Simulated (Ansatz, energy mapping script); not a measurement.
# LiNiSe2 in the alpha-NaFeO2 structure: J from the energies of magnetic orders, part 2 of 2

Aim: the exchange couplings of LiNiSe2 in the alpha-NaFeO2 structure from the energies of a few collinear orders, and the ordering temperature that they give.

PBEsol with U = 3.6 eV on Ni d, ortho-atomic projectors; plane waves, U on orthogonalised atomic orbitals unless named otherwise, collinear spin, no spin–orbit coupling.

So far. Step 7 (Parallel start in cell C (8 atoms)): The run ends ferromagnetic. For each magnetic atom its energy differs from the parallel run of the first cell by 0.98 meV, an error that one common reference would have brought in. Step 8 (Compensated +− start in cell C (8 atoms)): The run ends antiferromagnetic, 60.83 meV a magnetic atom above the parallel order of its cell (energies taken at zero occupation width, not the printed F).

## Step 9: Run 7 (parallel; cell D, 8 atoms)

This run holds the same structure in another cell (b 6.096 → 3.520 Å, c 6.338 → 12.178 Å, α 99.2 → 81.7°, β 106.1 → 81.7°, γ 90.0 → 60.0°).

Contents of input.yaml:

```yaml
crystal:
  lattice:
    - [1.759824408, -3.048105288, 8.519e-06]
    - [3.519648816, 0.0, 0.0]
    - [1.759824408, -1.016001534, 12.007637601]
  atoms:
    - { symbol: Li, position: [0.0, 0.0, 0.0] }
    - { symbol: Li, position: [0.5, 0.5, 0.5] }
    - { symbol: Ni, position: [0.75, 0.75, 0.75], spin: 2.0 }
    - { symbol: Ni, position: [0.25, 0.25, 0.25], spin: 2.0 }
    - { symbol: Se, position: [0.879097295, 0.879097295, 0.362708115] }
    - { symbol: Se, position: [0.379097295, 0.379097295, 0.862708115] }
    - { symbol: Se, position: [0.620902705, 0.620902705, 0.137291885] }
    - { symbol: Se, position: [0.120902705, 0.120902705, 0.637291885] }
magnetization:
  spin_polarized: true
kpoints:
  mp_grid: { grid: [10, 10, 10] }
hamiltonian:
  xc: pbesol
  hubbard:
    sites:
      - { species: Ni, l: d, u_eff: 3.6 }
      - { site: 2, l: d, u_eff: 3.6, starting_ns: [{ spin: up, occupation_matrix: ni2_major }, { spin: down, occupation_matrix: ni2_minor }] }
      - { site: 3, l: d, u_eff: 3.6, starting_ns: [{ spin: up, occupation_matrix: ni2_major }, { spin: down, occupation_matrix: ni2_minor }] }
    projectors: ortho-atomic
    occupation_matrices:
      ni2_major:
        matrix:
          - [0.989, 0.0, 0.0, 0.0, 0.0]
          - [0.0, 0.945, 0.0, 0.0, 0.031]
          - [0.0, 0.0, 0.945, 0.031, 0.0]
          - [0.0, 0.0, 0.031, 0.965, 0.0]
          - [0.0, 0.031, 0.0, 0.0, 0.965]
      ni2_minor:
        matrix:
          - [0.984, 0.0, 0.0, 0.0, 0.0]
          - [0.0, 0.639, 0.0, 0.0, 0.229]
          - [0.0, 0.0, 0.639, 0.229, 0.0]
          - [0.0, 0.0, 0.229, 0.833, 0.0]
          - [0.0, 0.229, 0.0, 0.0, 0.833]
scf:
  occupations: { method: fermi_dirac, width: 0.05 }
output:
  eigenvalues: true
```

Command:

```console
ansatz run input.yaml --threads 4 --pin off --max-ram 8192MiB --backend cpu --events-out ev --progress --plain --runs-dir out
```

Elapsed: 1.8 min, on 4 threads of Arm Neoverse V1, shared host; peak memory 3.5 GiB; 7 min of CPU time.

The run ends ferromagnetic. For each magnetic atom its energy differs from the parallel run of the first cell by -0.73 meV, an error that one common reference would have brought in.

## Step 10: Run 8 (compensated +−; cell D, 8 atoms)

This order reverses 0 of the 6 neighbours at 3.52 Å, 0 of the 6 neighbours at 6.10 Å and 6 of the 6 neighbours at 6.34 Å, counted for an average magnetic atom.

input.yaml, as its differences from that of step 9:

```diff
@@ -9,3 +9,3 @@
     - { symbol: Ni, position: [0.75, 0.75, 0.75], spin: 2.0 }
-    - { symbol: Ni, position: [0.25, 0.25, 0.25], spin: 2.0 }
+    - { symbol: Ni, position: [0.25, 0.25, 0.25], spin: -2.0 }
     - { symbol: Se, position: [0.879097295, 0.879097295, 0.362708115] }
@@ -24,3 +24,3 @@
       - { site: 2, l: d, u_eff: 3.6, starting_ns: [{ spin: up, occupation_matrix: ni2_major }, { spin: down, occupation_matrix: ni2_minor }] }
-      - { site: 3, l: d, u_eff: 3.6, starting_ns: [{ spin: up, occupation_matrix: ni2_major }, { spin: down, occupation_matrix: ni2_minor }] }
+      - { site: 3, l: d, u_eff: 3.6, starting_ns: [{ spin: up, occupation_matrix: ni2_minor }, { spin: down, occupation_matrix: ni2_major }] }
     projectors: ortho-atomic
```

Wall time 56 s (4 threads); peak memory 3.2 GiB.

The run ends antiferromagnetic, 47.52 meV a magnetic atom above the parallel order of its cell (energies taken at zero occupation width, not the printed F).

## Step 11: Mapping onto a Heisenberg model

Each energy difference is a sum of couplings weighted by the pairs that the order reverses. A few near shells are fitted to the differences by least squares. Energies are those extrapolated to zero occupation width, not the free energies F.

The orders side by side; each is measured from the parallel order in the same cell and on the same mesh:

```
                      order  atoms  energy (meV a magnetic atom)  moments (μB)  moments kept as typed  opposed neighbours at 3.52, 6.10, 6.34 Å
         parallel in cell A      8                          0.00          0.93                    yes                                   0, 0, 0
   compensated +− in cell A      8                         52.56          0.86                    yes                                   4, 4, 4
         parallel in cell B     12                          0.00          0.93                    yes                                   0, 0, 0
uncompensated ++− in cell B     12                         68.14  0.78 to 0.91                    yes                                4, 0, 2.67
         parallel in cell C      8                          0.00          0.93                    yes                                   0, 0, 0
   compensated +− in cell C      8                         60.83          0.83                    yes                                   4, 4, 2
         parallel in cell D      8                          0.00          0.92                    yes                                   0, 0, 0
   compensated +− in cell D      8                         47.52          0.86                    yes                                   0, 0, 6
```

Fitted to E = −Σ J e·e over ordered pairs of unit vectors (J > 0 favours parallel moments):

```
 pair  distance (Å)  neighbours  J (meV)
Ni–Ni          3.52           6     6.09
Ni–Ni          6.10           6    -1.73
Ni–Ni          6.34           6     3.64
```

These orders cannot tell some unfitted shells from fitted ones: the value at 3.52 Å holds J(3.52) + J(7.04) + 2 J(9.31), the value at 6.10 Å holds J(6.10) − J(7.04) and the value at 6.34 Å holds J(6.34) + 2 J(8.06); other unfitted shells add to the values wholly or in part.

Adding the shell at 7.25 Å gives 5.9, -1.8, 2.5 and 1.5 meV, an exact solve that tests nothing.

Limits of this fit: moments change by up to 16 % between orders; it misses the energies by up to 11 meV, so no temperature is drawn.

## Step 12: Beside the first set of runs

The first set of orders, under PBEsol+U (1.2 eV), took 38 min of CPU time summed over its finished orders (seed run apart), these 43 min.

The two sets resolve different shells, so couplings and temperatures are not set side by side. The lowest order is parallel here and parallel in the first set.

## Step 13: Outcome

| Property | Result |
| --- | --- |
| lowest order tried | parallel |
| largest fitted value (a combination of shells), Ni–Ni at 3.52 Å | 6.09 meV |

**Reading.** Of the orders tried, LiNiSe2 in the alpha-NaFeO2 structure prefers parallel moments under PBEsol+U (3.6 eV). The largest fitted value is 6.1 meV, at 3.52 Å. It is a combination of shells that these orders cannot split, so neither its size nor its sign can be laid on that pair alone. The orders also reverse pairs at 7.04 and 7.25 Å, which are not fitted, so the fitted values hold their part too. With 4 differences for 3 couplings the fit misses by 11 meV at most, which is not small: farther shells, terms beyond the Heisenberg form or the mesh can cause that. In the fitted orders moments change by up to 16 % against the parallel run of the same cell, so a model of fixed spins is doubtful here. Every order is gapless on its mesh at this level. In a metal exchange reaches farther, and a short model of fixed moments is less apt; where the compound is in fact an insulator, these couplings come from a wrongly metallic state. The cell was built from a prototype and relaxed; a distortion that needs a larger cell, or another structure that the compound may prefer, is not captured.

[Logs and program files are shortened in this print: banners, set-up blocks, solver, clock and traceback lines can be left out without a mark of their own.]

[Logs are printed without paths, hosts, clocks, repeated set-up lines and the standing remarks that a program may print on its own settings, such as how far it seeks lower states.]

[Hosts, paths, dates, database ids (printed as entryN), source tags and the programs' standing remarks are cut or masked in the printed files.]

[Where a cell is said to come from a database of computed structures, the database is the Materials Project.]
